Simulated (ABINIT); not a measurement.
Planning a run of ABINIT 10.8.3 on LiHF2 (C2/m). The input:

```
acell 3*1.0 Angstrom
rprim 
  2.547496000000 -1.534899000000 0.000000000000
  2.547496000000 1.534899000000 0.000000000000
  -2.526944000000 -0.000000000000 4.201520000000
ntypat 3
znucl 3 1 9
natom 4
typat 1 2 3 3
xred 
  0.000000000000 0.000000000000 0.000000000000
  0.000000000000 0.000000000000 0.500000000000
  0.209803000000 0.209803000000 0.750702000000
  0.790197000000 0.790197000000 0.249298000000
pp_dirpath "pseudos"
pseudos "Li.upf, H.upf, F.upf"
ecut 36
ngkpt 8 8 6
nshiftk 1
shiftk 0 0 0
kptopt 1
chksymbreak 0
nband 15
occopt 1
tolvrs 1e-10
nstep 60
prtwf 0
optforces 0
optstress 0
indata_prefix "in"
outdata_prefix "out"
tmpdata_prefix "tmp"
```

```sh
OMP_NUM_THREADS=1 mpirun -n 4 abinit run.abi > log
```

Q: How long will it take on 4 MPI ranks of Arm Neoverse V1, shared host, and how much memory?

It took 30 s; on shared hardware allow 15 s to 60 s. Peak host memory was 0.33 GiB.

[Paths, hosts, dates, memory and timing lines, banners, echoed tables and standing remarks are left out of the program output.]

[Logs are printed without paths, hosts, clocks, repeated set-up lines and the standing remarks that a program may print on its own settings, such as how far it seeks lower states.]

[Runs of the session that timed out or met a known fault of the program may be left out.]

[Hosts, paths, dates, database ids (printed as entryN), source tags and the programs' standing remarks are cut or masked in the printed files.]

[G0W0 gaps are taken among the corrected bands and points alone; a level outside them can change the order at an edge.]

[Where Ansatz stands beside ABINIT at settings called matched, ABINIT's density can come from a denser mesh and the files from another edition; pairs whose starting gaps differed by over 0.03 eV were left out, so agreement reads better than it is.]
